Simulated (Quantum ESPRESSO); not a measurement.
## Aluminum (Fm-3m): electron-phonon coupling

How strong is the electron-phonon coupling in Aluminum (Fm-3m)?

Calculated with Quantum ESPRESSO 7.5; DFT LDA, scalar-relativistic, plane waves, PseudoDojo norm-conserving pseudopotentials.

Report form: the programs' logs are mostly left out.

## 1. The structure

Symmetry: Fm-3m, No. 225, cubic system. Conventional cell: a = 4.050 Å, b = 4.050 Å, c = 4.050 Å, α = 90.00°, β = 90.00°, γ = 90.00°. Nearest to Al lie 12 Al at 2.86 Å.

Coordinates:

```cif
data_structure
_symmetry_space_group_name_H-M 'P 1'
_symmetry_Int_Tables_number 1
_cell_length_a 2.8635
_cell_length_b 2.8635
_cell_length_c 2.8635
_cell_angle_alpha 60.000
_cell_angle_beta 60.000
_cell_angle_gamma 60.000
_cell_volume 16.60
loop_
_atom_site_label
_atom_site_type_symbol
_atom_site_fract_x
_atom_site_fract_y
_atom_site_fract_z
_atom_site_occupancy
Al1 Al 0.00000 0.00000 0.00000 1
```

## 2. A first look

A cheap run with smearing and empty bands tells whether the crystal has a gap, which decides between fixed occupations and smearing later on.

Contents of probe.in:

```
&CONTROL
  calculation = 'scf'
  prefix      = 'x'
  outdir      = './tmp'
  pseudo_dir  = './pseudo'
  tprnfor     = .true.
  tstress     = .true.
  verbosity   = 'high'
/
&SYSTEM
  ibrav       = 0
  nat         = 1
  ntyp        = 1
  ecutwfc     = 44.0
  occupations = 'smearing'
  smearing    = 'gaussian'
  degauss     = 0.01
/
&ELECTRONS
  conv_thr         = 1.0d-07
  mixing_beta      = 0.7
  electron_maxstep = 100
/
ATOMIC_SPECIES
 Al     26.9815  Al.upf
CELL_PARAMETERS angstrom
     0.000000000    2.024805000    2.024805000
     2.024805000    0.000000000    2.024805000
     2.024805000    2.024805000    0.000000000
ATOMIC_POSITIONS crystal
 Al     0.000000000   0.000000000   0.000000000
K_POINTS automatic
 8 8 8 0 0 0
```

On the command line:

```sh
$ OMP_NUM_THREADS=1 mpirun -n 4 pw.x -nk 4 -in probe.in > probe.out
```

It took 4.4 s on 4 MPI ranks of Intel Xeon at 2.50GHz (Skylake/Cascade Lake), shared host; 11 s of CPU time.

Numbers from this step:

| Property | Result |
| --- | --- |
| volume per atom | 16.60 Å³ |
| pressure | -3.968 GPa |
| gap on the k-mesh | 0 eV |

No gap opens on this mesh, so smearing is kept; the start stands at -4.0 GPa.

## 3. Relaxing the cell and atoms

The relaxation runs at a cutoff a fifth above that of the response, since stress converges more slowly with the basis than frequencies do. Forces and stress are brought to rest with tight thresholds.

Contents of relax.in:

```
&CONTROL
  calculation   = 'vc-relax'
  prefix        = 'x'
  outdir        = './tmp'
  pseudo_dir    = './pseudo'
  tprnfor       = .true.
  tstress       = .true.
  forc_conv_thr = 2.0d-05
  etot_conv_thr = 1.0d-07
  nstep         = 40
/
&SYSTEM
  ibrav       = 0
  nat         = 1
  ntyp        = 1
  ecutwfc     = 53
  occupations = 'smearing'
  smearing    = 'mv'
  degauss     = 0.02
/
&ELECTRONS
  conv_thr         = 1.0d-11
  mixing_beta      = 0.7
  electron_maxstep = 100
/
&IONS
/
&CELL
  press_conv_thr = 0.2
/
ATOMIC_SPECIES
 Al     26.9815  Al.upf
CELL_PARAMETERS angstrom
     0.000000000    2.024805000    2.024805000
     2.024805000    0.000000000    2.024805000
     2.024805000    2.024805000    0.000000000
ATOMIC_POSITIONS crystal
 Al     0.000000000   0.000000000   0.000000000
K_POINTS automatic
 16 16 16 0 0 0
```

On the command line:

```sh
$ OMP_NUM_THREADS=1 mpirun -n 4 pw.x -nk 4 -in relax.in > relax.out
```

Wall time 46 s (4 MPI ranks); 2 min of CPU time.

The steps of the relaxation:

```csv
step,energy less that of the first step (eV),largest force (eV/Å),pressure (GPa),volume (Å³)
1,0.0000,0.0000,-3.95,16.60
2,-0.0068,0.0000,-2.57,16.27
3,-0.0111,0.0000,-0.20,15.78
4,-0.0112,0.0000,0.01,15.74
5,-0.0112,0.0000,0.00,15.74
6,-0.0111,0.0000,0.00,15.74
```

```csv
"conventional cell, symmetrised",before,after,change
a (Å),4.050,3.978,-1.8 %
b (Å),4.050,3.978,-1.8 %
c (Å),4.050,3.978,-1.8 %
volume (Å³/atom),16.60,15.74,-5.2 %
```

The relaxed structure:

```
Al
1.0
     0.00000    1.98920    1.98920
     1.98920    0.00000    1.98920
     1.98920    1.98920    0.00000
Al
1
Direct
  0.00000 0.00000 0.00000
```

The last row of the table of steps is pw.x's closing run on a basis chosen anew for the final cell, so its energy can jump.

Read from the output:

- volume per atom: 15.74 Å³
- pressure: -0.002 GPa

The volume changes by -5.2 % from the cell with which this run began.

## 4. Ground state

The response is built on this ground state, so it is converged far tighter than an energy would need. Smearing stays on, as the first look found no gap above 0.3 eV.

Contents of scf.in:

```
&CONTROL
  calculation = 'scf'
  prefix      = 'x'
  outdir      = './tmp'
  pseudo_dir  = './pseudo'
  tprnfor     = .true.
  tstress     = .true.
/
&SYSTEM
  ibrav       = 0
  nat         = 1
  ntyp        = 1
  ecutwfc     = 44.0
  occupations = 'smearing'
  smearing    = 'mv'
  degauss     = 0.02
/
&ELECTRONS
  conv_thr         = 1.0d-12
  mixing_beta      = 0.7
  electron_maxstep = 100
/
ATOMIC_SPECIES
 Al     26.9815  Al.upf
CELL_PARAMETERS angstrom
     0.000000000    1.989201258    1.989201258
     1.989201258    0.000000000    1.989201258
     1.989201258    1.989201258    0.000000000
ATOMIC_POSITIONS crystal
 Al     0.000000000   0.000000000   0.000000000
K_POINTS automatic
 16 16 16 0 0 0
```

On the command line:

```sh
$ OMP_NUM_THREADS=1 mpirun -n 4 pw.x -nk 4 -in scf.in > scf.out
```

Run time: 19 s. Hardware: 4 MPI ranks.

Numbers from this step:

```
pressure : 0.007000 GPa
```

The cell stands at 0.0070 GPa, close enough for phonons.

## 5. Levels on a dense mesh

The coupling is a sum over pairs of states at the Fermi level and needs a much denser mesh than the density does.

scf_fit.in, as its differences from scf.in of step 4:

```diff
@@ -16,5 +16,6 @@
   degauss     = 0.02
+  la2F        = .true.
 /
 &ELECTRONS
-  conv_thr         = 1.0d-12
+  conv_thr         = 1.0d-10
   mixing_beta      = 0.7
@@ -31,2 +32,2 @@
 K_POINTS automatic
- 16 16 16 0 0 0
+ 32 32 32 0 0 0
```

On the command line:

```sh
$ OMP_NUM_THREADS=1 mpirun -n 4 pw.x -nk 4 -in scf_fit.in > scf_fit.out
```

It took 42 s on 4 MPI ranks; 2.1 min of CPU time.

Read from the output:

```yaml
pressure: -0.018 GPa
```

## 6. Ground state

The run on the dense mesh left its levels for the electron-phonon sums; ph.x needs the ground state on the coarse mesh, so pw.x runs once more in the same folder.

scf.in is that of step 4.

On the command line:

```sh
$ OMP_NUM_THREADS=1 mpirun -n 4 pw.x -nk 4 -in scf.in > scf.out
```

The job ended after 22 s (4 MPI ranks; 41 s of CPU time).

Numbers from this step:

- pressure: 0.007000 GPa

## 7. Linear response on the mesh

Linear response treats each wavevector in the unit cell, with no supercell; the 4×4×4 mesh fixes the range of the force constants to be had. The change of the potential is kept for the electron-phonon matrix elements.

Contents of ph.in:

```
phonons
&INPUTPH
  prefix          = 'x'
  outdir          = './tmp'
  fildyn          = 'x.dyn'
  tr2_ph          = 1.0d-18
  alpha_mix(1)    = 0.4
  nmix_ph         = 8
  ldisp           = .true.
  nq1             = 4
  nq2             = 4
  nq3             = 4
  electron_phonon = 'interpolated'
  fildvscf        = 'dvscf'
  el_ph_sigma     = 0.005
  el_ph_nsigma    = 10
/
```

On the command line:

```sh
$ OMP_NUM_THREADS=1 mpirun -n 4 ph.x -nk 4 -in ph.in > ph.out
```

The job ended after 20 min (4 MPI ranks; 71 min of CPU time).

This step gave:

```
largest acoustic frequency at the zone centre before the sum rule  : 0.17 cm⁻¹
lowest mode on the q mesh (acoustic ones at the zone centre apart) : 115.3 cm⁻¹
```

Frequencies (cm⁻¹) at each irreducible wavevector; negative means imaginary. Frequencies by wavevector:

```
  q (fractions)  star  mode 1  mode 2  mode 3
          0 0 0     1    0.17    0.17    0.17
       0 0 0.25     8   115.3   115.3   236.6
       0 0 -0.5     4   144.8   144.8     329
    0 0.25 0.25     6   143.6   143.6   248.9
    0 0.25 -0.5    24   178.2   227.1   302.4
   0 0.25 -0.25    12   160.2   222.4   283.3
    0 -0.5 -0.5     3   202.4   202.4   326.7
0.25 -0.5 -0.25     6     224     277     277
```

Couplings of single modes at a Gaussian broadening of 0.02 Ry, as ph.x prints them; it sets λ to zero for modes under 20 cm⁻¹. Mode couplings:

```
  q (fractions)  mode  frequency (cm⁻¹)       λ  linewidth γ (GHz)
       0 0 0.25     1             115.3  0.0612               1.85
       0 0 0.25     2             115.3  0.0606               1.83
       0 0 0.25     3             236.6  0.1924              24.47
       0 0 -0.5     1             144.8  0.0948               4.51
       0 0 -0.5     2             144.8  0.0914               4.36
       0 0 -0.5     3               329  0.1623              39.93
    0 0.25 0.25     1             143.6  0.1162               5.45
    0 0.25 0.25     2             143.6  0.1149               5.39
    0 0.25 0.25     3             248.9  0.2363              33.28
    0 0.25 -0.5     1             178.2  0.1114               8.04
    0 0.25 -0.5     2             227.1  0.0927              10.87
    0 0.25 -0.5     3             302.4  0.1901              39.51
   0 0.25 -0.25     1             160.2  0.0244               1.42
   0 0.25 -0.25     2             222.4  0.1218               13.7
   0 0.25 -0.25     3             283.3  0.2318               42.3
    0 -0.5 -0.5     1             202.4  0.1526              14.21
    0 -0.5 -0.5     2             202.4  0.1461               13.6
    0 -0.5 -0.5     3             326.7  0.1388              33.67
0.25 -0.5 -0.25     1               224  0.0872               9.94
0.25 -0.5 -0.25     2               277   0.204              35.58
0.25 -0.5 -0.25     3               277  0.2039              35.57
```

The acoustic modes at Γ come out as far as 0.2 cm⁻¹ from zero, where they should vanish, a small numerical error.

## 8. Fourier transform to real space

The dynamical matrices of the mesh are Fourier-transformed to force constants in real space.

Contents of q2r.in:

```
&INPUT
  fildyn = 'x.dyn'
  zasr   = 'crystal'
  flfrc  = 'x.fc'
  la2F   = .true.
/
```

On the command line:

```sh
$ q2r.x < q2r.in > q2r.out
```

Run time: 1.1 s. Hardware: 1 thread.

## 9. Dispersion

From the force constants any wavevector is cheap; points of the mesh come back as solved, but for the sum rule and, in polar crystals, the LO-TO term at Γ; the rest is interpolation.

Contents of matdyn.in:

```
&INPUT
  asr              = 'crystal'
  flfrc            = 'x.fc'
  flfrq            = 'x.freq'
  flvec            = 'x.modes'
  q_in_band_form   = .true.
  q_in_cryst_coord = .true.
/
8
  0.0000000   0.0000000   0.0000000  12  ! GAMMA
  0.5000000  -0.0000000   0.5000000  12  ! X
  0.6250000   0.2500000   0.6250000   1  ! U
  0.3750000   0.3750000   0.7500000  12  ! K
  0.0000000   0.0000000   0.0000000  12  ! GAMMA
  0.5000000   0.5000000   0.5000000  12  ! L
  0.5000000   0.2500000   0.7500000  12  ! W
  0.5000000  -0.0000000   0.5000000   1  ! X
```

On the command line:

```sh
$ matdyn.x -in matdyn.in > matdyn.out
```

Run time: 0.89 s. Hardware: 1 thread.

This step gave:

| Quantity | Value |
| --- | --- |
| lowest frequency on the path | 0 cm⁻¹ |
| mean frequency | 215.9 cm⁻¹ |
| Debye temperature (second moment) | 418 K |
| logarithmic mean frequency | 205.5 cm⁻¹ |

Matdyn.x, sum rule crystal. The phonon branches at the labelled points (cm⁻¹):

```csv
point,branch 1,branch 2,branch 3
Γ,0,0,0
halfway,144,144,249
X,202,202,327
halfway,200,225,319
U,192,266,296
jump to K,192,266,296
halfway,137,172,252
Γ,0,0,0
halfway,115,115,236
L,145,145,329
halfway,177,222,310
W,224,277,277
halfway,213,231,312
X,202,202,327
```

Lowest modes at the softest wavevector of the mesh; phase exp(i q.(R + tau)). Modes at q = (0.250, 0.000, 0.000):

```
mode  frequency (cm⁻¹)
   1             115.3
   2             115.3
   3             236.5
```

Displacements in mode 1 (115.3 cm⁻¹), the largest set to 1, in the home cell:
```
Al1  0.44  1.00 -0.56
```

Displacements in mode 3 (236.5 cm⁻¹), the largest set to 1, in the home cell:
```
Al1  1.00 -1.00 -1.00
```

Force constants by pair (phonopy on the run's constants); pairs near half the supercell's span include their periodic images. Pair force constants, by row:

```
atom  neighbour  distance (Å)  third of the trace (eV/Å²)  along the pair's line (eV/Å²)
 Al1     itself             0                       5.027                              –
 Al1         Al         2.813                     -0.3918                         -1.359
 Al1         Al         3.978                      -0.022                        -0.1121
 Al1         Al         4.873                      0.0063                         0.0281
 Al1         Al         5.626                     -0.0355                        -0.1039
 Al1         Al          6.29                     -0.0107                        -0.0312
 Al1         Al         6.891                     -0.0058                        -0.0058
```

Harmonic mean-square displacement, third of the trace. Mean-square displacements:

```
T (K)  Al1 U_eq (Å²)
    0        0.00323
  100        0.00406
  300        0.00877
  600         0.0168
```

Mode patterns, pair constants, displacements and means over the zone were worked out by phonopy from the force constants of q2r.x.

All branches are real along the path.

## 10. Density of states

Sums over the zone need many more wavevectors than were solved, so the interpolation is sampled on a dense mesh.

Contents of matdyn.in:

```
&INPUT
  asr    = 'crystal'
  flfrc  = 'x.fc'
  dos    = .true.
  fldos  = 'x.dos'
  nk1    = 20
  nk2    = 20
  nk3    = 20
  deltaE = 1.0
  la2F   = .true.
/
```

On the command line:

```sh
$ matdyn.x -in matdyn.in > matdyn.out
```

Wall time 53 s (1 thread).

Numbers from this step:

```yaml
share_of_modes_beyond_3i_cm_minus1_on_the_dense_interpolated_mesh: 0
electron_phonon_coupling_constant: 0.393
logarithmic_mean_frequency_weighted_by_the_coupling: 330.2 K
zero_point_energy_per_atom: 40.16 meV
heat_capacity_at_300_k: 22.69 J/(mol atoms K)
vibrational_entropy_at_300_k: 26.45 J/(mol atoms K)
```

Tetrahedra. Table of phonon density of states by wavenumber; read off at these points:

| wavenumber (cm⁻¹) | phonon density of states (1/cm⁻¹/cell) |
| --- | --- |
| 0 | 0 |
| 10 | 1.0e-5 |
| 20 | 3.0e-5 |
| 30 | 1.9e-4 |
| 40 | 2.7e-4 |
| 50 | 4.9e-4 |
| 60 | 7.4e-4 |
| 70 | 0.00106 |
| 80 | 0.00147 |
| 90 | 0.00201 |
| 100 | 0.00272 |
| 110 | 0.00363 |
| 120 | 0.00493 |
| 130 | 0.00685 |
| 140 | 0.0102 |
| 150 | 0.0173 |
| 160 | 0.0178 |
| 170 | 0.0185 |
| 180 | 0.0192 |
| 190 | 0.0199 |
| 200 | 0.0215 |
| 210 | 0.0150 |
| 220 | 0.0115 |
| 230 | 0.0099 |
| 240 | 0.0100 |
| 250 | 0.01 |
| 260 | 0.00967 |
| 270 | 0.00837 |
| 280 | 0.00635 |
| 290 | 0.0214 |
| 300 | 0.0284 |
| 310 | 0.0149 |
| 320 | 0.00817 |
| 330 | 0 |

Harmonic thermodynamic functions per atom, summed over the density of states scaled to three modes an atom; melting is ignored. Thermodynamic functions:

```csv
T (K),F_vib (meV/atom),S (J/mol-atom/K),C_V (J/mol-atom/K)
0,40.16,0,0
50,40.04,1.021,3.291
100,38.31,6.14,12.19
200,25.76,17.68,20.3
300,2.67,26.45,22.69
400,-28.34,33.12,23.64
500,-65.53,38.45,24.09
600,-107.7,42.87,24.35
700,-154.2,46.63,24.5
800,-204.2,49.91,24.61
900,-257.5,52.82,24.68
1000,-313.6,55.42,24.73
```

λ by broadening:

```
broadening (Ry)  lambda  N(E_F) (states/spin/Ry/cell)  ω_log (K)
          0.005  0.4161                           2.5      346.9
           0.01  0.3858                         2.611      329.6
          0.015  0.3885                         2.643      329.5
           0.02   0.393                         2.649      330.2
          0.025  0.3937                         2.651      329.8
           0.03  0.3937                         2.654      328.5
          0.035  0.3944                         2.656        327
           0.04  0.3958                         2.659      325.6
          0.045  0.3974                          2.66      324.3
           0.05  0.3992                         2.662      323.3
```

Gaussian broadening 0.02 Ry. Alpha^2 F against phonon energy; read off at these points:

phonon energy (meV), alpha^2 F and a bar:
```
      3.0      0.000 
      4.0      0.000 
      5.0      0.000 
      6.0      0.001 
      7.0      0.001 
      8.0      0.002 
      9.0      0.003 
     10.0      0.004 
     11.0      0.006 
     12.0      0.009 
     13.0      0.012 
     14.0      0.016 #
     15.0      0.022 #
     16.0      0.030 #
     17.0      0.043 ##
     18.0      0.078 ###
     19.0      0.096 ####
     20.0      0.109 ####
     21.0      0.125 #####
     22.0      0.149 ######
     23.0      0.181 #######
     24.0      0.219 ########
     25.0      0.274 ##########
     26.0      0.194 #######
     27.0      0.177 #######
     28.0      0.172 ######
     29.0      0.191 #######
     30.0      0.208 ########
     31.0      0.226 #########
     32.0      0.240 #########
     33.0      0.255 ##########
     34.0      0.172 ######
     35.0      0.240 #########
     36.0      0.687 ##########################
     37.0      0.778 #############################
     37.3      0.796 ##############################
     38.0      0.489 ##################
     39.0      0.305 ############
     40.0      0.155 ######
```

At 300 K the heat capacity has reached 91 % of the Dulong-Petit value.

## 11. Summary of results

```json
{
 "space group after relaxation": "Fm-3m",
 "volume per atom": "15.7 Å³",
 "q mesh": "4×4×4",
 "lowest mode on the q mesh (acoustic ones at the zone centre apart)": "115.3 cm⁻¹",
 "zero-point energy per atom": "40.2 meV",
 "heat capacity at 300 K": "22.7 J/(mol atoms K)",
 "vibrational entropy at 300 K": "26.4 J/(mol atoms K)",
 "coupling constant for broadenings of 0.01 to 0.04 Ry": "0.39 to 0.40",
 "logarithmic mean frequency over the same range": "326 to 330 K",
 "imaginary modes on the q mesh": "none"
}
```

What this shows: λ is about 0.39 and holds within 15 % over the middle broadenings, a weak coupling. Aluminum (Fm-3m) is dynamically stable on the 4×4×4 mesh; its spectrum reaches 329 cm⁻¹. These are harmonic frequencies at zero temperature: anharmonic shifts and linewidths and thermal expansion are left out. In a metal the frequencies hang on the k mesh and the smearing, most of all near Kohn anomalies.

[Host names and launcher messages were left out of these logs when they were recorded.]

[Logs are printed without paths, hosts, clocks, repeated set-up lines and the standing remarks that a program may print on its own settings, such as how far it seeks lower states.]

[Hosts, paths, dates, database ids (printed as entryN), source tags and the programs' standing remarks are cut or masked in the printed files.]
